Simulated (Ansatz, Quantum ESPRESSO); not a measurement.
# Li(100), 5 layers, one monolayer of Na on hollow sites: vacuum level and surface dipole, part 2 of 5

How much energy does it take to lift an electron out of Li(100), 5 layers, one monolayer of Na on hollow sites, and how far do the settings matter?

Quantum ESPRESSO 7.5; plane-wave DFT, PBE, GBRV ultrasoft pseudopotentials; geometry and cross-check by Ansatz 0.2.0 with PAW datasets.

So far. Step 2 (Relaxation with Ansatz): The relaxation lowers the energy by 25 meV an atom. Held were the atoms numbered 1, 2 and 3; the forces quoted are those on the free ones.

## 3. Self-consistent run

A dipole correction (tefield, dipfield, eamp = 0) lets each face keep its own vacuum level; its ramp sits in the vacuum at emaxpos, and symmetry is switched off.

Level of this step: plane-wave DFT, PBE, GBRV ultrasoft pseudopotentials (Quantum ESPRESSO 7.5).

scf.in

```
&control
  prefix = 'scf'
  outdir = './out'
  pseudo_dir = './pseudo'
  calculation = 'scf'
  tprnfor = .true.
  tefield = .true.
  dipfield = .true.
/
&system
  ibrav = 0
  nat = 6
  ntyp = 2
  ecutwfc = 40
  ecutrho = 200
  occupations = 'smearing'
  smearing = 'mv'
  degauss = 0.02
  edir = 3
  emaxpos = 0.97
  eopreg = 0.04
  eamp = 0.0
/
&electrons
  conv_thr = 1e-07
  mixing_beta = 0.4
  electron_maxstep = 120
  mixing_mode = 'local-TF'
/
ATOMIC_SPECIES
  Li  6.9400  li_pbe_v1.4.uspp.F.UPF
  Na  22.9898  na_pbe_v1.5.uspp.F.UPF
CELL_PARAMETERS angstrom
  3.49000000000000 0.00000000000000 0.00000000000000
  0.00000000000000 3.49000000000000 0.00000000000000
  0.00000000000000 0.00000000000000 25.98000000000000
ATOMIC_POSITIONS crystal
  Li  0.000000000000 0.000000000000 0.319476520400
  Li  0.500000000000 0.500000000000 0.386643572000
  Li  0.000000000000 0.000000000000 0.453810623600
  Li  0.500000000000 0.500000000000 0.518557599091
  Li  0.000000000000 0.000000000000 0.585359947038
  Na  0.500000000000 0.500000000000 0.671580718972
K_POINTS automatic
  8 8 1 0 0 0
```

On the command line:

```
$ OMP_NUM_THREADS=1 mpirun -n 2 pw.x -nk 2 -in scf.in > scf.out
```

The program printed:

```text
Program PWSCF v.7.5 starts
[citation notice left out]

     Parallel version (MPI & OpenMP), running on       2 processor cores
     Number of MPI processes:                 2
     Threads/MPI process:                     1

     MPI processes distributed on     1 nodes
[...]
Current dimensions of program PWSCF are:
     Max number of different atomic species (ntypx) = 10
     Max number of k-points (npk) =  40000
     Max angular momentum in pseudopotentials (lmaxx) =  4
     Presently no symmetry can be used with electric field

     K-points division:     npool     =       2
     Subspace diagonalization in iterative solution of the eigenvalue problem:
     a serial algorithm will be used

     G-vector sticks info
     --------------------
     sticks:   dense  smooth     PW     G-vecs:    dense   smooth      PW
     Sum         681     553    177               101765    73037   12477

     Using Slab Decomposition

     bravais-lattice index     =            0
     lattice parameter (alat)  =       6.5951  a.u.
     unit-cell volume          =    2135.4362 (a.u.)^3
     number of atoms/cell      =            6
     number of atomic types    =            2
     number of electrons       =        24.00
     number of Kohn-Sham states=           16
     kinetic-energy cutoff     =      40.0000  Ry
     charge density cutoff     =     200.0000  Ry
     scf convergence threshold =      1.0E-07
     mixing beta               =       0.4000
     number of iterations used =            8  local-TF  mixing
     Exchange-correlation=  SLA  PW   PBX  PBC
                           (   1   4   3   4   0   0   0)

     celldm(1)=   6.595144  celldm(2)=   0.000000  celldm(3)=   0.000000
     celldm(4)=   0.000000  celldm(5)=   0.000000  celldm(6)=   0.000000

     crystal axes: (cart. coord. in units of alat)
               a(1) = (   1.000000   0.000000   0.000000 )
               a(2) = (   0.000000   1.000000   0.000000 )
               a(3) = (   0.000000   0.000000   7.444126 )

     reciprocal axes: (cart. coord. in units 2 pi/alat)
               b(1) = (  1.000000  0.000000  0.000000 )
               b(2) = (  0.000000  1.000000  0.000000 )
               b(3) = (  0.000000  0.000000  0.134334 )

     PseudoPot. # 1 for Li read from file:
     ./pseudo/li_pbe_v1.4.uspp.F.UPF
     Pseudo is Ultrasoft, Zval =  3.0
     Generated by new atomic code, or converted to UPF format
     Using radial grid of  751 points,  5 beta functions with:
                l(1) =   0
                l(2) =   0
                l(3) =   0
                l(4) =   1
                l(5) =   1
     Q(r) pseudized with 10 coefficients,  rinner =    1.150   1.150   1.150

     PseudoPot. # 2 for Na read from file:
     ./pseudo/na_pbe_v1.5.uspp.F.UPF
     Pseudo is Ultrasoft, Zval =  9.0
     Generated by new atomic code, or converted to UPF format
     Using radial grid of  819 points,  5 beta functions with:
                l(1) =   0
                l(2) =   0
                l(3) =   1
                l(4) =   1
                l(5) =   2
     Q(r) pseudized with  8 coefficients,  rinner =    1.250   1.250   1.250
                                                       1.250   1.250

     atomic species   valence    mass     pseudopotential
     Li                3.00     6.94000     Li( 1.00)
     Na                9.00    22.98980     Na( 1.00)

     No symmetry found

   Cartesian axes

     site n.     atom                  positions (alat units)
         1        Li     tau(   1) = (   0.0000000   0.0000000   2.3782235  )
         2        Li     tau(   2) = (   0.5000000   0.5000000   2.8782235  )
         3        Li     tau(   3) = (   0.0000000   0.0000000   3.3782235  )
         4        Li     tau(   4) = (   0.5000000   0.5000000   3.8602081  )
         5        Li     tau(   5) = (   0.0000000   0.0000000   4.3574932  )
         6        Na     tau(   6) = (   0.5000000   0.5000000   4.9993315  )

     number of k points=    34  Marzari-Vanderbilt smearing, width (Ry)=  0.0200
                       cart. coord. in units 2pi/alat
        k(    1) = (   0.0000000   0.0000000   0.0000000), wk =   0.0312500
        k(    2) = (   0.0000000   0.1250000   0.0000000), wk =   0.0625000
        k(    3) = (   0.0000000   0.2500000   0.0000000), wk =   0.0625000
        k(    4) = (   0.0000000   0.3750000   0.0000000), wk =   0.0625000
        k(    5) = (   0.0000000  -0.5000000   0.0000000), wk =   0.0312500
        k(    6) = (   0.1250000   0.0000000   0.0000000), wk =   0.0625000
        k(    7) = (   0.1250000   0.1250000   0.0000000), wk =   0.0625000
        k(    8) = (   0.1250000   0.2500000   0.0000000), wk =   0.0625000
        k(    9) = (   0.1250000   0.3750000   0.0000000), wk =   0.0625000
        k(   10) = (   0.1250000  -0.5000000   0.0000000), wk =   0.0625000
[...]
k(   34) = (  -0.5000000  -0.5000000   0.0000000), wk =   0.0312500

     Dense  grid:   101765 G-vectors     FFT dimensions: (  30,  30, 225)

     Smooth grid:    73037 G-vectors     FFT dimensions: (  27,  27, 200)

     Estimated max dynamical RAM per process >     202.07 MB

     Estimated total dynamical RAM >     379.30 MB

     Initial potential from superposition of free atoms

     starting charge      21.7400, renormalised to      24.0000

     negative rho (up, down):  3.798E-04 0.000E+00

     Adding external electric field

     Computed dipole along edir(3) :
        Dipole               -9.9762 Ry au,        -25.3569 Debye
        Dipole field         -0.0587 Ry au,

        Potential amp.        5.5338 Ry
        Total length         47.1313 bohr

     Starting wfcs are   30 randomized atomic wfcs

     total cpu time spent up to now is        2.4 secs

     per-process dynamical memory:    94.6 Mb

     Self-consistent Calculation

     iteration #  1     ecut=    40.00 Ry     beta= 0.40
     Davidson diagonalization with overlap
     c_bands:  1 eigenvalues not converged
     ethr =  1.00E-02,  avg # of iterations = 15.5

     negative rho (up, down):  3.753E-01 0.000E+00

     Adding external electric field

     Computed dipole along edir(3) :
        Dipole                3.1782 Ry au,          8.0782 Debye
        Dipole field          0.0187 Ry au,

        Potential amp.       -1.7630 Ry
        Total length         47.1313 bohr

     total cpu time spent up to now is       11.2 secs

     total energy              =    -149.34025346 Ry
     estimated scf accuracy    <     727.83505409 Ry

[...]
total energy              =    -168.09526029 Ry
     estimated scf accuracy    <       1.55155138 Ry

     iteration # 12     ecut=    40.00 Ry     beta= 0.40
[...]
negative rho (up, down):  4.374E-02 0.000E+00

[...]
Dipole               -0.5654 Ry au,         -1.4370 Debye
[...]
total energy              =    -168.23595228 Ry
     estimated scf accuracy    <       5.56167679 Ry

[... 98 further iterations ...]
     iteration #111     ecut=    40.00 Ry     beta= 0.40
[...]
negative rho (up, down):  7.403E-04 0.000E+00

[...]
Dipole               -0.0237 Ry au,         -0.0603 Debye
[...]
total energy              =    -167.66489701 Ry
     estimated scf accuracy    <       0.00824755 Ry

     iteration #112     ecut=    40.00 Ry     beta= 0.40
[...]
negative rho (up, down):  8.155E-04 0.000E+00

[...]
Dipole                0.0036 Ry au,          0.0091 Debye
[...]
total energy              =    -167.66589233 Ry
     estimated scf accuracy    <       0.00287231 Ry

     iteration #113     ecut=    40.00 Ry     beta= 0.40
[...]
negative rho (up, down):  4.932E-04 0.000E+00

[...]
Dipole                0.0497 Ry au,          0.1263 Debye
[...]
total energy              =    -167.66578240 Ry
     estimated scf accuracy    <       0.00066090 Ry

     iteration #114     ecut=    40.00 Ry     beta= 0.40
[...]
negative rho (up, down):  1.863E-04 0.000E+00

[...]
Dipole                0.0427 Ry au,          0.1086 Debye
[...]
total energy              =    -167.66585161 Ry
     estimated scf accuracy    <       0.00004418 Ry

     iteration #115     ecut=    40.00 Ry     beta= 0.40
[...]
negative rho (up, down):  5.532E-07 0.000E+00

[...]
Dipole                0.0365 Ry au,          0.0929 Debye
[...]
total energy              =    -167.66585139 Ry
     estimated scf accuracy    <       0.00000871 Ry

     iteration #116     ecut=    40.00 Ry     beta= 0.40
[...]
negative rho (up, down):  6.227E-05 0.000E+00

[...]
Dipole                0.0367 Ry au,          0.0933 Debye
[...]
total energy              =    -167.66585351 Ry
     estimated scf accuracy    <       0.00001703 Ry

     iteration #117     ecut=    40.00 Ry     beta= 0.40
[...]
negative rho (up, down):  7.363E-06 0.000E+00

[...]
Dipole                0.0361 Ry au,          0.0919 Debye
[...]
total energy              =    -167.66585396 Ry
     estimated scf accuracy    <       0.00000024 Ry

     iteration #118     ecut=    40.00 Ry     beta= 0.40
[...]
negative rho (up, down):  4.642E-06 0.000E+00

[...]
Dipole                0.0363 Ry au,          0.0922 Debye
[...]
total energy              =    -167.66585409 Ry
     estimated scf accuracy    <       0.00000020 Ry

     iteration #119     ecut=    40.00 Ry     beta= 0.40
[...]
negative rho (up, down):  1.604E-05 0.000E+00

[...]
Dipole                0.0360 Ry au,          0.0915 Debye
[...]
total energy              =    -167.66585415 Ry
     estimated scf accuracy    <       0.00000013 Ry

     iteration #120     ecut=    40.00 Ry     beta= 0.40
[...]
negative rho (up, down):  1.293E-05 0.000E+00

[...]
Dipole                0.0347 Ry au,          0.0882 Debye
[...]
End of self-consistent calculation

          k = 0.0000 0.0000 0.0000 (  9163 PWs)   bands (ev):

   -54.0687 -48.3532 -47.8880 -47.6309 -47.6133 -47.6074 -25.9945 -25.9743
   -25.9743  -4.4087  -3.9065  -3.0956  -1.9542  -0.7967   0.2460   1.3580

          k = 0.0000 0.1250 0.0000 (  9165 PWs)   bands (ev):

   -54.0684 -48.3530 -47.8878 -47.6301 -47.6131 -47.6079 -25.9939 -25.9799
   -25.9738  -4.2588  -3.7455  -2.9348  -1.7993  -0.6416   0.4012   1.5187

          k = 0.0000 0.2500 0.0000 (  9171 PWs)   bands (ev):

   -54.0679 -48.3526 -47.8873 -47.6278 -47.6128 -47.6092 -25.9934 -25.9925
   -25.9727  -3.8104  -3.2679  -2.4568  -1.3509  -0.2311   0.6344   1.2989

          k = 0.0000 0.3750 0.0000 (  9096 PWs)   bands (ev):

   -54.0673 -48.3521 -47.8868 -47.6250 -47.6128 -47.6108 -26.0068 -25.9911
   -25.9716  -3.0647  -2.4919  -1.6943  -0.7817  -0.6401  -0.2497   1.0380

          k = 0.0000-0.5000 0.0000 (  9106 PWs)   bands (ev):

   -54.0671 -48.3520 -47.8866 -47.6236 -47.6133 -47.6112 -26.0123 -25.9905
   -25.9711  -2.0266  -2.0223  -1.4918  -1.4373  -0.8643  -0.6042   0.9682

          k = 0.1250 0.0000 0.0000 (  9165 PWs)   bands (ev):

   -54.0684 -48.3530 -47.8878 -47.6301 -47.6131 -47.6079 -25.9939 -25.9799
   -25.9738  -4.2588  -3.7455  -2.9348  -1.7993  -0.6416   0.4012   1.5187

[...]
the Fermi energy is    -1.0369 ev

!    total energy              =    -167.66585414 Ry
     estimated scf accuracy    <       0.00000003 Ry
     smearing contrib. (-TS)   =       0.00018967 Ry
     internal energy E=F+TS    =    -167.66604381 Ry

     The total energy is F=E-TS. E is the sum of the following terms:
     one-electron contribution =    -562.87595429 Ry
     hartree contribution      =     273.74756150 Ry
     xc contribution           =     -31.11566106 Ry
     ewald contribution        =     152.57800296 Ry
     electric field correction =       0.00000708 Ry

     convergence has been achieved in 120 iterations

     Forces acting on atoms (cartesian axes, Ry/au):

     atom    1 type  1   force =    -0.00000047   -0.00000003   -0.00055832
     atom    2 type  1   force =     0.00000028    0.00000115    0.00164134
     atom    3 type  1   force =     0.00000038    0.00000111   -0.00122275
     atom    4 type  1   force =    -0.00000071   -0.00000033    0.00024823
     atom    5 type  1   force =    -0.00000087    0.00000003   -0.00024506
     atom    6 type  2   force =     0.00000140   -0.00000192    0.00013655

     Total force =     0.002154     Total SCF correction =     0.000307
     SCF correction compared to forces is large: reduce conv_thr to get better values

[...]
=------------------------------------------------------------------------------=
   JOB DONE.
=------------------------------------------------------------------------------=
[key lines of the parts left out:]
Dipole field          0.0002 Ry au,
```

Run time: 8.3 min. Hardware: 2 MPI ranks of Arm Neoverse V2, shared host; peak memory 0.46 GiB.

Read from the output:

* free energy: -2281.2102 eV
* Fermi energy: -1.037 eV
* dipole along the normal: 0.01836 e·Å

The program's own clock; routines nest. Time by routine:

```tsv
routine	wall time (s)	calls
PWSCF	497.9	1
electrons	495	1
c_bands	355	120
cegterg	324.4	2040
h_psi	257.5	9816
fftw	237.2	207538
vloc_psi	217.1	9816
sum_band	69.73	120
mix_rho	47.8	120
ffts	27.22	14700
calbec	26.13	11924
add_vuspsi	20.19	9816
s_psi	19.76	9816
h_psi:calbec	19.38	9816
```

The run needed 120 iterations to bring the estimated error under 1e-07 Ry; the largest force on any atom, held or free, is 0.04 eV/Å.

## 4. Electrostatic potential

plot_num = 11 writes the bare and Hartree potential. It leaves out exchange and correlation, which fade slowly, so it flattens close to the surface.

pot.in

```
&inputpp
  prefix = 'scf'
  outdir = './out'
  filplot = 'pot.dat'
  plot_num = 11
/
```

On the command line:

```
$ OMP_NUM_THREADS=1 mpirun -n 2 pp.x -in pot.in > pot.out
```

The program printed:

```text
[banner, memory and clock lines left out]
Program POST-PROC v.7.5 starts

          URL

     ./out/scf.save/

     IMPORTANT: XC functional enforced from input :
     Exchange-correlation= PBE
                           (   1   4   3   4   0   0   0)
     Any further DFT definition will be discarded
     Please, verify this is what you really want

     negative rho (up, down):  1.293E-05 0.000E+00

     Adding external electric field

     Computed dipole along edir(3) :
        Dipole                0.0347 Ry au,          0.0882 Debye
        Dipole field          0.0002 Ry au,

        Potential amp.       -0.0192 Ry
        Total length         47.1313 bohr

     Calling punch_plot, plot_num =  11

     Adding external electric field

     Computed dipole along edir(3) :
        Dipole                0.0347 Ry au,          0.0882 Debye
        Dipole field          0.0002 Ry au,

        Potential amp.       -0.0192 Ry
        Total length         47.1313 bohr

     Writing data to file  pot.dat
     Message from routine chdens:
     namelist plot not found or invalid, exiting
```

Elapsed: 0.96 s, on 2 MPI ranks; peak memory 0.12 GiB; 1.8 s of CPU time.

Numbers from this step:

```
work function of the upper face                                       : 2.734 eV
slope of the potential above                                          : 0.001072 eV/Å
upper vacuum line continued to the top atoms, over the Fermi level    : 2.728 eV
work function of the lower face                                       : 3.007 eV
slope of the potential below                                          : -4.81e-4 eV/Å
lower vacuum line continued to the bottom atoms, over the Fermi level : 3.004 eV
```

Electrostatic potential energy of an electron, with the sawtooth; zero at the Fermi level. Potential energy, planar mean against z:

z (Å), potential energy, planar mean (eV) and a bar from the least value:
```
        0        2.9 ##########
        1        3.0 ##########
        2        3.0 ##########
        3        3.0 ##########
        4        3.0 ##########
        5        3.0 ##########
        6        2.9 ##########
        7        2.1 ########
        8       -0.9 
        9        0.4 ###
       10       -0.8 
       11        0.6 ####
       12       -0.8 
       13       -0.2 ##
       14        0.1 ###
       15       -0.8 
       16        0.9 #####
       17       10.6 ##############################
       18        5.2 ################
       19        1.9 #######
       20        2.6 #########
       21        2.7 #########
       22        2.7 #########
       23        2.7 #########
       24        2.7 #########
       25        2.7 #########
```

Electrostatic potential energy in the ca plane at fractional y = 0.500, with atoms of Li and Na within 0.2 Å of it. With pseudopotentials it is smooth inside the atoms' cores, unlike the true potential.

Ten even steps from '0' (-13 eV) to '9' (37 eV), each cell a mean:
```
33332233333332223333332222222233333333333333
33222222333222222233332221222223333333333333
32211012233221012233322257522223333333333333
32200001232210001223322499951222333333333333
32200001232210001223322599971222333333333333
32210012233210001233322279822222333333333333
32222122233222122233322223222223333333333333
33222222333322222333332222222223333333333333
23333333333333333333333222222233333333333333
```
Columns run along c (16.0 Å, from fractional 0.32 to 0.94 of the cell; values clipped at the 3rd and 97th percentile), rows up along a (3.5 Å). Atoms in or near the plane, at fractional coordinates: Li at (0.39, 0.50), Li at (0.52, 0.50), Na at (0.67, 0.50).

The vacuum is flat to 1.1 meV/Å, so its level is well defined. Inside the slab the curve depends on the local part of the pseudopotentials; only the vacuum level has a meaning of its own.

## 5. Macroscopic average

A running mean over one period damps the atomic wiggles and leaves the mean of this pseudopotential's potential.

avg.in

```
1
pot.dat
1.0
596
3
3.2975720875
```

On the command line:

```
$ OMP_NUM_THREADS=1 average.x < avg.in > avg.out
```

The program printed:

```text
[banner, memory and clock lines left out]
Program AVERAGE v.7.5 starts

          URL

     Reading header from file  pot.dat
     Reading data from file  pot.dat
     Output written to file avg.dat

[...]
```

The job ended after 0.52 s (1 MPI rank; peak memory 0.1 GiB).

Read from the output:

- average.x's running mean inside the slab, on the run's own zero: -1.191 eV
- mean potential by an exact Fourier window inside the slab, on the run's own zero: -1.192 eV

Electrostatic potential energy of an electron, with the sawtooth; zero at the Fermi level; window 1.7450 Å. The potential energy by z:

```tsv
z (Å)	planar mean (eV)	running mean (eV)
0.0	2.94	2.91
0.5	3.01	2.98
1.0	3.01	3.01
1.5	3.01	3.01
2.0	3.01	3.01
2.5	3.01	3.01
3.0	3.01	3.01
3.5	3.01	3.01
4.0	3.00	3.00
4.5	3.00	3.00
5.0	2.99	2.98
5.5	2.95	2.92
6.0	2.86	2.80
6.5	2.65	2.49
7.0	2.14	1.83
7.5	1.04	0.760
8.0	-0.892	-0.104
8.5	-1.08	-0.357
9.0	0.404	-0.305
9.5	0.148	-0.202
10.0	-0.830	-0.144
10.5	-0.129	-0.132
11.0	0.657	-0.147
11.5	-0.646	-0.182
12.0	-0.820	-0.241
12.5	0.390	-0.296
13.0	-0.171	-0.259
13.5	-0.846	-0.177
14.0	0.125	-0.166
14.5	0.510	-0.192
15.0	-0.850	-0.185
15.5	-0.655	-0.0559
16.0	0.933	0.420
16.5	0.791	5.19
17.0	10.6	10.9
17.5	24.2	11.6
18.0	5.15	10.1
18.5	0.954	4.25
19.0	1.93	1.71
19.5	2.39	2.26
20.0	2.59	2.53
20.5	2.68	2.65
21.0	2.71	2.70
21.5	2.73	2.72
22.0	2.73	2.73
22.5	2.73	2.73
23.0	2.73	2.73
23.5	2.73	2.73
24.0	2.73	2.73
24.5	2.73	2.74
25.0	2.74	2.77
25.5	2.81	2.84
```

Where the running mean is not flat inside, average.x's window, rounded to the grid, doesn't match the spacings there.

[end of part 2 of 5]

[Logs are printed without paths, hosts, clocks, repeated set-up lines and the standing remarks that a program may print on its own settings, such as how far it seeks lower states.]

[Hosts, paths, dates, database ids (printed as entryN), source tags and the programs' standing remarks are cut or masked in the printed files.]

[Maps of the electrostatic potential energy from Ansatz leave out the sawtooth potential of an applied field or a dipole correction, so their vacuum need not be flat; planar profiles and work functions include it.]
